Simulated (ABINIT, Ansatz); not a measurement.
# CaC2 (Pnnm): one start, several treatments of the self-energy, part 2 of 2

How much does the gap of CaC2 (Pnnm) depend on the approximation to the self-energy?

ABINIT 10.8.3; PBEsol and many-body steps on it, plane waves. Known limits of the many-body steps: not at the basis limit; coarse k mesh.

So far. Step 5 (G0W0, Engel-Farid plasmon pole): Against G0W0 in ABINIT (4×2×4 mesh, 111 bands, screening to 141.5 eV, Godby-Needs plasmon pole), the gap moves by +0.083 eV. Step 6 (G0W0, von der Linden-Horsch plasmon pole): Against G0W0 in ABINIT (4×2×4 mesh, 111 bands, screening to 141.5 eV, Godby-Needs plasmon pole), the gap moves by +0.141 eV.

### Step 7. One-shot Hartree-Fock

This step: one-shot Hartree-Fock on PBEsol, plane waves, norm-conserving pseudopotentials.

Input file run.abi:

```
acell 3*1.0 Angstrom
rprim 
  4.407233000000 0.000000000000 0.000000000000
  0.000000000000 5.904349000000 0.000000000000
  0.000000000000 0.000000000000 3.897343000000
ntypat 2
znucl 20 6
natom 6
typat 1 1 2 2 2 2
xred 
  -0.000000000000 -0.000000000000 0.000000000000
  0.500000000000 0.500000000000 0.500000000000
  0.886657000000 0.564468000000 0.000000000000
  0.613343000000 0.064468000000 0.500000000000
  0.386657000000 0.935532000000 0.500000000000
  0.113343000000 0.435532000000 0.000000000000
pp_dirpath "pseudos"
pseudos "Ca.upf, C.upf"
ecut 37
ngkpt 4 2 4
nshiftk 1
shiftk 0 0 0
kptopt 1
chksymbreak 0
istwfk *1
occopt 1
irdwfk 1
optdriver 4
nband 22
gwcalctyp 5
ecutsigx 37
symsigma 1
nkptgw 2
kptgw 
  0.5000000000 0.0000000000 0.0000000000
  0.0000000000 0.0000000000 0.0000000000
bdgw 
  17 20
  17 20
ixc_sigma 40
fftgw 31
indata_prefix "in"
outdata_prefix "out"
tmpdata_prefix "tmp"
```

Launch:

```console
$ OMP_NUM_THREADS=1 mpirun -n 8 abinit run.abi > log
```

Numbers of over 12 decimals in the logs are rounded to 6 here.

The program printed:

```text
.Version 10.8.3 of ABINIT. v10.8.2 released Aug 2026.

 Symmetries : space group Pn n m (# 58); Bravais oP (primitive ortho.)
[... echo of the input left out ...]
== DATASET  1 ==================================================================
-   mpi_nproc: 8, omp_nthreads: 1 (-1 if OMP is not activated)

--- !DatasetInfo
iteration_state: {dtset: 1, }
dimensions: {natom: 6, nkpt: 18, mband: 22, nsppol: 1, nspinor: 1, nspden: 1, mpw: 7400, }
cutoff_energies: {ecut:  37.0, pawecutdg:  -1.0, }
[...]
Band     E0 <VxcDFT>   SigX SigC(E0)      Z dSigC/dE  Sig(E)    E-E0       E
[...]
19   4.978 -11.209  -6.434   0.000   1.000   0.000  -6.434   4.775   9.753
       20   5.606 -12.814  -7.405   0.000   1.000   0.000  -7.405   5.408  11.015

== END DATASET(S) ==============================================================
================================================================================

 -outvars: echo values of variables after computation  --------
           etotal      0.0000000000E+00
            nband          22
             nkpt          18
          spgroup          58
 [... the other variables as echoed above ...]

 Calculation completed.
```

Wall time 7.5 s (8 MPI ranks of Intel Xeon Platinum 8375C at 2.90GHz (Ice Lake), shared host); peak memory 2 GiB.

Numbers from this step:

| Property | Result |
| --- | --- |
| quasiparticle gap on the points computed | 10.70 eV |
| starting gap on the mesh | 2.775 eV |
| k of the valence top | 0, 0, 0 |
| k of the conduction bottom | 0, 0, 0 |
| least direct quasiparticle gap on the computed points | 10.70 eV |

Against G0W0 in ABINIT (4×2×4 mesh, 111 bands, screening to 141.5 eV, Godby-Needs plasmon pole), the gap moves by +5.867 eV.

### Step 8. Screening, 4×2×4 mesh, 111 bands, screening to 141.5 eV

This step: RPA screening on PBEsol, plane waves, norm-conserving pseudopotentials.

run.abi, as its differences from that of step 7:

```diff
@@ -27,16 +27,14 @@
 irdwfk 1
-optdriver 4
-nband 22
-gwcalctyp 5
-ecutsigx 37
-symsigma 1
-nkptgw 2
-kptgw 
-  0.5000000000 0.0000000000 0.0000000000
-  0.0000000000 0.0000000000 0.0000000000
-bdgw 
-  17 20
-  17 20
-ixc_sigma 40
-fftgw 31
+optdriver 3
+nband 111
+ecuteps 5.2
+inclvkb 2
+awtr 1
+symchi 1
+gwcalctyp 2
+nfreqre 16
+freqremax 40 eV
+nfreqim 8
+spmeth 1
+nomegasf 120
 indata_prefix "in"
```

The program printed:

```text
.Version 10.8.3 of ABINIT. v10.8.2 released Aug 2026.

 Symmetries : space group Pn n m (# 58); Bravais oP (primitive ortho.)
[... echo of the input left out ...]
== DATASET  1 ==================================================================
-   mpi_nproc: 8, omp_nthreads: 1 (-1 if OMP is not activated)

--- !DatasetInfo
iteration_state: {dtset: 1, }
dimensions: {natom: 6, nkpt: 18, mband: 111, nsppol: 1, nspinor: 1, nspden: 1, mpw: 7400, }
cutoff_energies: {ecut:  37.0, pawecutdg:  -1.0, }
electrons: {nelect:   3.60000000E+01, charge:   0.00000000E+00, occopt:   1.00000000E+00, tsmear:   1.00000000E-02, }

 SCREENING: Calculation of the susceptibility and dielectric matrices

 Based on a program developped by R.W. Godby, V. Olevano, G. Onida, and L. Reining.
 Incorporated in ABINIT by V. Olevano, G.-M. Rignanese, and M. Torrent.
.Using double precision arithmetic ; gwpc =  8

[... cell and pseudopotentials left out ...]
--------------------------------------------------------------------------------

 ==== K-mesh for the wavefunctions ====
 Number of points in the irreducible wedge :    18
[... list of points left out ...]
 Together with  8 symmetry operations and time-reversal symmetry
 yields    32 points in the full Brillouin Zone.

 ==== Q-mesh for the screening function ====
 Number of points in the irreducible wedge :    18
[... list of points left out ...]
 Together with  8 symmetry operations and time-reversal symmetry
 yields    32 points in the full Brillouin Zone.

 setmesh: FFT mesh size selected  =    40x   48x   32
          total number of points  =        61440

 vcoul_init : cutoff-mode = AUXILIARY_FUNCTION
 q-points for optical limit:   1
     1)      0.000010    0.000020    0.000030

- screening: taking advantage of time-reversal symmetry
- Maximum band index for partially occupied states nbvw = 18
- Remaining bands to be divided among processors   nbcw = 93
- Number of bands treated by each node ~11

 Number of electrons calculated from density =   36.0000; Expected =   36.0000
 average of density, n =  0.052602
 r_s =    1.6557
 omega_plasma =   22.1236 [eV]

 calculating chi0 at frequencies [eV] :
  1    0.000000E+00    0.000000E+00
  2    2.666667E+00    0.000000E+00
  3    5.333333E+00    0.000000E+00
[...]
23    0.000000E+00    5.634488E+01
 24    0.000000E+00    7.933421E+01

--------------------------------------------------------------------------------
  q-point number  1        q = ( 0.000000, 0.000000, 0.000000) [r.l.u.]
--------------------------------------------------------------------------------
[... chi0 elements left out ...]
  [... further frequencies ...]

 No. of calculated frequencies >  15, stop printing
 For q-point:  0.000010 0.000020 0.000030
  dielectric constant =   3.4098
  dielectric constant without local fields =   4.0199

  Average fulfillment of the sum rule on Im[epsilon] for q-point    1 :     61.45  [%]
[... wings left out ...]
  q-point number  2        q = ( 0.250000, 0.000000, 0.000000) [r.l.u.]
--------------------------------------------------------------------------------
[... chi0 elements left out ...]
  [... further frequencies ...]

 No. of calculated frequencies >  15, stop printing
  Average fulfillment of the sum rule on Im[epsilon] for q-point    2 :     72.03  [%]

 [... 16 further q-points ...]
```

Elapsed: 7.3 min, on 8 MPI ranks; peak memory 6.7 GiB; 58 min of CPU time.

Numbers from this step:

- ε∞ with local fields, on this mesh, along the program's q direction: 3.410
- the same without local fields: 4.020
- plasma frequency: 22.12 eV
- plane waves in the screening matrix: 397

### Step 9. G0W0, contour deformation

This step: G0W0 on PBEsol, plane waves, norm-conserving pseudopotentials.

run.abi, as its differences from that of step 8:

```diff
@@ -27,14 +27,17 @@
 irdwfk 1
-optdriver 3
+optdriver 4
 nband 111
+gwcalctyp 2
+ecutsigx 37
+symsigma 1
+nkptgw 2
+kptgw 
+  0.5000000000 0.0000000000 0.0000000000
+  0.0000000000 0.0000000000 0.0000000000
+bdgw 
+  17 20
+  17 20
 ecuteps 5.2
-inclvkb 2
-awtr 1
-symchi 1
-gwcalctyp 2
-nfreqre 16
-freqremax 40 eV
-nfreqim 8
-spmeth 1
-nomegasf 120
+irdscr 1
+gwmem 01
 indata_prefix "in"
```

The program printed:

```text
.Version 10.8.3 of ABINIT. v10.8.2 released Aug 2026.

 Symmetries : space group Pn n m (# 58); Bravais oP (primitive ortho.)
[... echo of the input left out ...]
== DATASET  1 ==================================================================
-   mpi_nproc: 8, omp_nthreads: 1 (-1 if OMP is not activated)

--- !DatasetInfo
iteration_state: {dtset: 1, }
dimensions: {natom: 6, nkpt: 18, mband: 111, nsppol: 1, nspinor: 1, nspden: 1, mpw: 7400, }
cutoff_energies: {ecut:  37.0, pawecutdg:  -1.0, }
[...]
Band     E0 <VxcDFT>   SigX SigC(E0)      Z dSigC/dE  Sig(E)    E-E0       E
[...]
20   5.606 -12.814  -7.405  -3.088   0.791  -0.264 -10.979   1.835   7.441
       20   0.000   0.000   0.000   0.000   0.000   0.000   0.000   0.000   0.000

== END DATASET(S) ==============================================================
================================================================================

 -outvars: echo values of variables after computation  --------
           etotal      0.0000000000E+00
            nband         111
             nkpt          18
          spgroup          58
 [... the other variables as echoed above ...]

 Calculation completed.
```

The job ended after 44 s (8 MPI ranks; peak memory 3.3 GiB; 5.8 min of CPU time).

This step gave:

- G0W0 gap on the points computed: 4.798 eV
- starting gap on the mesh: 2.775 eV
- k of the valence top: 0.5, 0, 0
- k of the conduction bottom: 0, 0, 0
- least direct G0W0 gap on the computed points: 5.243 eV

Against G0W0 in ABINIT (4×2×4 mesh, 111 bands, screening to 141.5 eV, Godby-Needs plasmon pole), the gap moves by −0.038 eV.

### Step 10. Side by side

Times are wall times on 8 MPI ranks of Intel Xeon Platinum 8375C at 2.90GHz (Ice Lake), shared host, good to a factor of about two. A run's time includes the screening step that it read.

| run | mesh | bands | screening cutoff (eV) | DFT gap (eV) | gap on the mesh (eV) | direct (eV) | ε∞ used | time |
| --- | --- | --- | --- | --- | --- | --- | --- | --- |
| G0W0, Godby-Needs plasmon pole | 4×2×4 | 111 | 141.5 | 2.775 | 4.836 | 5.275 | 3.40 | 5.5 min |
| G0W0, Engel-Farid plasmon pole | 4×2×4 | 111 | 141.5 | 2.775 | 4.919 | 5.388 | 3.40 | 5.6 min |
| G0W0, von der Linden-Horsch plasmon pole | 4×2×4 | 111 | 141.5 | 2.775 | 4.977 | 5.453 | 3.40 | 5.8 min |
| one-shot Hartree-Fock | 4×2×4 | - | - | 2.775 | 10.703 | 10.703 | - | 7.5 s |
| G0W0, contour deformation | 4×2×4 | 111 | 141.5 | 2.775 | 4.798 | 5.243 | 3.41 | 8 min |

### Step 11. What came out

```json
{
  "G0W0, Godby-Needs plasmon pole": "4.836 eV",
  "G0W0, Engel-Farid plasmon pole": "4.919 eV",
  "G0W0, von der Linden-Horsch plasmon pole": "4.977 eV",
  "one-shot Hartree-Fock": "10.703 eV",
  "G0W0, contour deformation": "4.798 eV",
  "known limits": "not at the basis limit; coarse k mesh"
}
```

In words: G0W0, Engel-Farid plasmon pole: +0.083 eV against G0W0, Godby-Needs plasmon pole. G0W0, von der Linden-Horsch plasmon pole: +0.141 eV against G0W0, Godby-Needs plasmon pole. One-shot Hartree-Fock: +5.867 eV against G0W0, Godby-Needs plasmon pole. G0W0, contour deformation: −0.038 eV against G0W0, Godby-Needs plasmon pole. Bare exchange alone opens the gap to 10.70 eV; against G0W0, correlation takes back 5.87 eV. Bands and cutoff are finite, so the gap is not at the basis limit. The miss can reach some tenths of an eV and take either sign; the mesh is an error of its own. In the first G0W0 run levels were corrected at 2 k points alone, so a gap called «on the mesh» is the least over those, and an edge elsewhere would be missed. The 4×2×4 mesh is coarse for this cell, which bears on the long-range parts of exchange and screening.

[Paths, hosts, dates, memory and timing lines, banners, echoed tables and standing remarks are left out of the program output.]

[Logs are printed without paths, hosts, clocks, repeated set-up lines and the standing remarks that a program may print on its own settings, such as how far it seeks lower states.]

[Runs of the session that timed out or met a known fault of the program may be left out.]

[No measured gap is set beside runs whose start may be inverted or whose files or cutoffs have a known fault.]

[Hosts, paths, dates, database ids (printed as entryN), source tags and the programs' standing remarks are cut or masked in the printed files.]

[G0W0 gaps are taken among the corrected bands and points alone; a level outside them can change the order at an edge.]

[Where Ansatz stands beside ABINIT at settings called matched, ABINIT's density can come from a denser mesh and the files from another edition; pairs whose starting gaps differed by over 0.03 eV were left out, so agreement reads better than it is.]
